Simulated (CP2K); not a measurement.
Consider isocyanoacetonitrile at its PBE geometry (Å).

```xyz
7

C    -2.1371    1.0685    0.0693
N    -1.1779    0.3767    0.0365
C    -0.0264   -0.4586   -0.0034
C     1.2188    0.3173   -0.0325
N     2.2159    0.9132   -0.0536
H    -0.0210   -1.1158    0.8797
H    -0.0724   -1.1012   -0.8960
```

Method: CP2K XAS_TDP, all-electron GAPW, PBEh(45%), aug-cc-pVDZ, TDA, GW2X-corrected core level, no relativity.

**Question.** Predict the bright core excitations at the C K edge.

Leading lines: C1 289.20 eV, C3 292.34 eV and C4 289.05 eV. The leading line of an atom is its first one with 35 % of the strongest within 2.5 eV of its lowest line over the strength cut. Core ionisation energies at this level: C3 296.19, C4 294.71 and C1 295.51 eV.

The first six lines of each atom with a strength over 0.0015:

```
                       atom  energy (eV)  states  strength, one atom  above the computed threshold
           C1 (bonded to N)       289.20       1              0.0699                              
                                  289.32       1              0.0693                              
                                  293.96       1              0.0058                              
                                  294.82       1              0.0028                              
                                  294.83       1              0.0022                              
                                  294.89       1              0.0018                              
C3 (bonded to C, N and 2 H)       292.34       1              0.0202                              
                                  292.79       1              0.0140                              
                                  293.16       1              0.0061                              
                                  293.45       1              0.0140                              
                                  294.81       1              0.0145                              
                                  295.12       1              0.0260                              
     C4 (bonded to C and N)       289.05       1              0.0499                              
                                  289.28       1              0.0545                              
                                  291.98       1              0.0027                              
                                  292.73       1              0.0057                              
                                  293.93       1              0.0020                              
                                  293.97       1              0.0050
```

Lines are vertical, at one geometry, with no vibrational structure. GW2X ionisation energies and lines can be off by 1 to 2 eV either way, and a good line position may hide errors that cancel. These values hold no scalar relativity, about 0.1 eV for C 1s. Rydberg lines, and the discretised continuum above threshold, depend on the basis and the box.

[Banner, clock and machine lines of the logs are left out without a mark of their own.]

[Logs are printed without paths, hosts, clocks, repeated set-up lines and the standing remarks that a program may print on its own settings, such as how far it seeks lower states.]

[Hosts, paths, dates, database ids (printed as entryN), source tags and the programs' standing remarks are cut or masked in the printed files.]
